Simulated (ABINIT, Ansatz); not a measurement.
# A GW chain in ABINIT: CsSnI3 (Pm-3m), part 3 of 3

Aim: the G0W0 gap of CsSnI3 (Pm-3m) on PBE, step by step.

ABINIT 10.8.3; PBE and many-body steps on it, plane waves. Known limits of the many-body steps: not at the basis limit; screening runs away on this mesh; no spin-orbit coupling; coarse k mesh.

So far. Step 4 (Empty states on the mesh, 2×2×2 mesh, 302 bands): On this mesh the gap is 0.481 eV. Step 5 (Screening, 2×2×2 mesh, 276 bands, screening to 119.7 eV): Local fields lower ε∞ by 19 %. The value itself is an artefact of the mesh, where one narrow direct gap carries too much weight.

## 6. Self-energy, 2×2×2 mesh, 276 bands, screening to 119.7 eV

The self-energy is evaluated for the states that the input lists, and the levels follow from it, in one-shot runs by the linearised quasiparticle equation.

This step: G0W0 on PBE, plane waves, norm-conserving pseudopotentials.

run.abi

```
acell 3*1.0 Angstrom
rprim 
  6.286228000000 0.000000000000 0.000000000000
  0.000000000000 6.286228000000 0.000000000000
  0.000000000000 0.000000000000 6.286228000000
ntypat 3
znucl 55 50 53
natom 5
typat 1 2 3 3 3
xred 
  0.500000000000 0.500000000000 0.500000000000
  0.000000000000 0.000000000000 0.000000000000
  0.500000000000 0.000000000000 0.000000000000
  0.000000000000 0.000000000000 0.500000000000
  0.000000000000 0.500000000000 0.000000000000
pp_dirpath "pseudos"
pseudos "Cs.upf, Sn.upf, I.upf"
ecut 38
ngkpt 2 2 2
nshiftk 1
shiftk 0 0 0
kptopt 1
chksymbreak 0
istwfk *1
occopt 1
irdwfk 1
optdriver 4
nband 276
gwcalctyp 0
ecutsigx 38
symsigma 1
nkptgw 2
kptgw 
  0.5000000000 0.5000000000 0.5000000000
  0.0000000000 0.0000000000 0.0000000000
bdgw 
  50 56
  51 56
ecuteps 4.4
irdscr 1
ppmodel 1
indata_prefix "in"
outdata_prefix "out"
tmpdata_prefix "tmp"
```

Run with:

```console
$ OMP_NUM_THREADS=1 mpirun -n 8 abinit run.abi > log
```

Numbers of over 12 decimals in the logs are rounded to 6 here.

What it wrote:

```text
.Version 10.8.3 of ABINIT. v10.8.2 released Aug 2026.

 Symmetries : space group Pm -3 m (#221); Bravais cP (primitive cubic)
[... echo of the input left out ...]
== DATASET  1 ==================================================================
-   mpi_nproc: 8, omp_nthreads: 1 (-1 if OMP is not activated)

--- !DatasetInfo
iteration_state: {dtset: 1, }
dimensions: {natom: 5, nkpt: 4, mband: 276, nsppol: 1, nspinor: 1, nspden: 1, mpw: 18805, }
cutoff_energies: {ecut:  38.0, pawecutdg:  -1.0, }
electrons: {nelect:   1.06000000E+02, charge:   0.00000000E+00, occopt:   1.00000000E+00, tsmear:   1.00000000E-02, }

 SIGMA: Calculation of the GW corrections

 Based on a program developped by R.W. Godby, V. Olevano, G. Onida, and L. Reining.
 Incorporated in ABINIT by V. Olevano, G.-M. Rignanese, and M. Torrent.
.Using double precision arithmetic ; gwpc =  8

[... cell and pseudopotentials left out ...]
--------------------------------------------------------------------------------

 ==== K-mesh for the wavefunctions ====
 Number of points in the irreducible wedge :     4
[... list of points left out ...]
 Together with 48 symmetry operations and time-reversal symmetry
 yields     8 points in the full Brillouin Zone.

 ==== Q-mesh for screening function ====
 Number of points in the irreducible wedge :     4
[... list of points left out ...]
 Together with 48 symmetry operations and time-reversal symmetry
 yields     8 points in the full Brillouin Zone.

 vcoul_init : cutoff-mode = AUXILIARY_FUNCTION
 q-points for optical limit:   1
     1)      0.000010    0.000020    0.000030
 setmesh: FFT mesh size selected  =    72x   72x   72
          total number of points  =       373248

 Number of electrons calculated from density =  106.0000; Expected =  106.0000
 average of density, n =  0.063232
 r_s =    1.5571
 omega_plasma =   24.2563 [eV]

 === KS Band Gaps ===
  >>>> For spin  1
   Minimum direct gap =   0.4813 [eV], located at k-point      :   0.5000  0.5000  0.5000
   Fundamental gap    =   0.4813 [eV], Top of valence bands at :   0.5000  0.5000  0.5000
                                       Bottom of conduction at :   0.5000  0.5000  0.5000
 SIGMA fundamental parameters:
 PLASMON POLE MODEL  1
 number of plane-waves for SigmaX                18805
 number of plane-waves for SigmaC and W            739
 number of plane-waves for wavefunctions         18805
 number of bands                                   276
 number of independent spin polarizations            1
 number of spinorial components                      1
 number of k-points in IBZ                           4
 number of q-points in IBZ                           4
 number of symmetry operations                      48
 number of k-points in BZ                            8
 number of q-points in BZ                            8
 number of frequencies for dSigma/dE                 9
 frequency step for dSigma/dE [eV]                0.25
 number of omega for Sigma on real axis              0
 max omega for Sigma on real axis  [eV]           0.00
 zcut for avoiding poles [eV]                     0.10

 EPSILON^-1 parameters (SCR file):
 dimension of the eps^-1 matrix on file            739
 dimension of the eps^-1 matrix used               739
 number of plane-waves for wavefunctions         18805
 number of bands                                   276
 number of q-points in IBZ                           4
 number of frequencies                               2
 number of real frequencies                          1
 number of imag frequencies                          1

 matrix elements of self-energy operator (all in [eV])

 Perturbative Calculation

--- !SelfEnergy_ee
iteration_state: {dtset: 1, }
kpoint     : [   0.500,    0.500,    0.500, ]
spin       : 1
KS_gap     :    0.481
QP_gap     :    0.931
Delta_QP_KS:    0.450
data: !SigmaeeData |
     Band     E0 <VxcDFT>   SigX SigC(E0)      Z dSigC/dE  Sig(E)    E-E0       E
       50   1.957 -13.386 -16.194   2.232   0.781  -0.280 -13.835  -0.450   1.507
       51   1.957 -13.386 -16.194   2.232   0.781  -0.280 -13.835  -0.450   1.507
       52   1.957 -13.386 -16.194   2.232   0.781  -0.280 -13.835  -0.450   1.507
       53   3.493 -14.211 -15.453   1.196   0.788  -0.268 -14.248  -0.036   3.456
       54   3.974 -10.553  -6.743  -3.289   0.793  -0.261 -10.140   0.414   4.388
       55   3.974 -10.553  -6.743  -3.289   0.793  -0.261 -10.140   0.414   4.388
       56   3.974 -10.553  -6.743  -3.289   0.793  -0.261 -10.140   0.414   4.388

--- !SelfEnergy_ee
iteration_state: {dtset: 1, }
kpoint     : [   0.000,    0.000,    0.000, ]
spin       : 1
KS_gap     :    4.316
QP_gap     :    4.818
Delta_QP_KS:    0.502
data: !SigmaeeData |
     Band     E0 <VxcDFT>   SigX SigC(E0)      Z dSigC/dE  Sig(E)    E-E0       E
       51   1.542 -12.998 -15.828   2.230   0.779  -0.283 -13.465  -0.468   1.075
       52   1.542 -12.998 -15.828   2.230   0.779  -0.283 -13.465  -0.468   1.075
       53   1.542 -12.998 -15.828   2.230   0.779  -0.283 -13.465  -0.468   1.075
       54   5.859  -6.224  -2.837  -3.347   0.830  -0.204  -6.190   0.034   5.893
       55   6.866  -6.273  -2.799  -3.293   0.830  -0.205  -6.123   0.150   7.016
       56   6.866  -6.273  -2.799  -3.293   0.830  -0.205  -6.123   0.150   7.016

== END DATASET(S) ==============================================================
================================================================================

 -outvars: echo values of variables after computation  --------
           etotal      0.0000000000E+00
            nband         276
             nkpt           4
          spgroup         221
 [... the other variables as echoed above ...]

 Calculation completed.
```

Wall time 1.9 min (8 MPI ranks of AMD EPYC 7R43, shared host); peak memory 5.6 GiB.

This step gave:

```yaml
g0w0_gap_on_the_points_computed: 0.9320 eV
starting_gap_on_the_mesh: 0.4814 eV
k_of_the_valence_top: 0.5, 0.5, 0.5
k_of_the_conduction_bottom: 0.5, 0.5, 0.5
z_at_the_valence_top: 0.788
z_at_the_conduction_bottom: 0.793
least_direct_g0w0_gap_on_the_computed_points: 0.9320 eV
```

The gap on the mesh goes from 0.48 eV to 0.93 eV, a correction of +0.45 eV.

Limits: finite bands, cutoff and mesh; no spin-orbit coupling; coarse k mesh. v1 is the top filled band, c1 the lowest empty one. The levels before and after the correction (eV, zero at the valence-band top of each column):

```csv
,conduction bottom,valence top
Kohn-Sham,0.48,0.00
G0W0,0.93,0.00
```

```csv
,level,energy (eV)
Kohn-Sham,(0.5 0.5 0.5) v4-v2,-1.536
Kohn-Sham,(0.5 0.5 0.5) v1,0.000
Kohn-Sham,(0.5 0.5 0.5) c1-c3,0.481
G0W0,(0.5 0.5 0.5) v4-v2,-1.949
G0W0,(0.5 0.5 0.5) v1,0.000
G0W0,(0.5 0.5 0.5) c1-c3,0.932
```

## 7. Where the time went

Times are wall times on 8 MPI ranks of AMD EPYC 7R43, shared host, good to a factor of about two.

```csv
step,time,share,memory (GiB)
ground state,7.5 min,20 %,1.4
bands along the symmetry lines,9.9 min,26 %,1.8
empty states on the mesh,13 min,33 %,1.3
screening,6.4 min,17 %,7
self-energy,1.9 min,5 %,5.6
```

## 8. Results

| Property | Result |
| --- | --- |
| PBE gap | 0.48 eV, direct |
| G0W0 gap on the mesh | 0.93 eV |
| GW settings | 2×2×2 mesh, 276 bands, screening to 119.7 eV, Godby-Needs plasmon pole |
| known limits | not at the basis limit; screening runs away on this mesh; no spin-orbit coupling; coarse k mesh |

**Reading.** G0W0 moves the gap on the mesh from 0.48 eV to 0.93 eV (+0.45 eV), with Z of 0.79 and 0.79 at the edges. Local fields lower the RPA ε∞ on this mesh from 133.72 to 108.22; a Γ-centred mesh this coarse tends to raise both, most where the direct gap is narrow, while a short band sum lowers them. Only 2 of the mesh's irreducible points were corrected, so a valley elsewhere could overtake. Bands and cutoff are finite, so the gap is not at the basis limit. The miss can reach some tenths of an eV and take either sign; the mesh is an error of its own. In the G0W0 run levels were corrected at 2 k points alone, so a gap called «on the mesh» is the least over those, and an edge elsewhere would be missed. The 2×2×2 mesh is coarse for this cell, which bears on the long-range parts of exchange and screening. This is the ideal cubic cell; many perovskites, halides above all, are cubic only on average, and local tilts or off-centring can widen the gap. On this mesh the RPA ε∞ passes 90, more than nearly any semiconductor shows; a coarse mesh does this where one point with a narrow direct gap carries much weight. The screening is then too strong, and the G0W0 gap should not be taken as the material's. The many-body steps are scalar-relativistic: spin-orbit coupling is not in them.

[Paths, hosts, dates, memory and timing lines, banners, echoed tables and standing remarks are left out of the program output.]

[Logs are printed without paths, hosts, clocks, repeated set-up lines and the standing remarks that a program may print on its own settings, such as how far it seeks lower states.]

[Runs of the session that timed out or met a known fault of the program may be left out.]

[Hosts, paths, dates, database ids (printed as entryN), source tags and the programs' standing remarks are cut or masked in the printed files.]

[G0W0 gaps are taken among the corrected bands and points alone; a level outside them can change the order at an edge.]

[Where Ansatz stands beside ABINIT at settings called matched, ABINIT's density can come from a denser mesh and the files from another edition; pairs whose starting gaps differed by over 0.03 eV were left out, so agreement reads better than it is.]
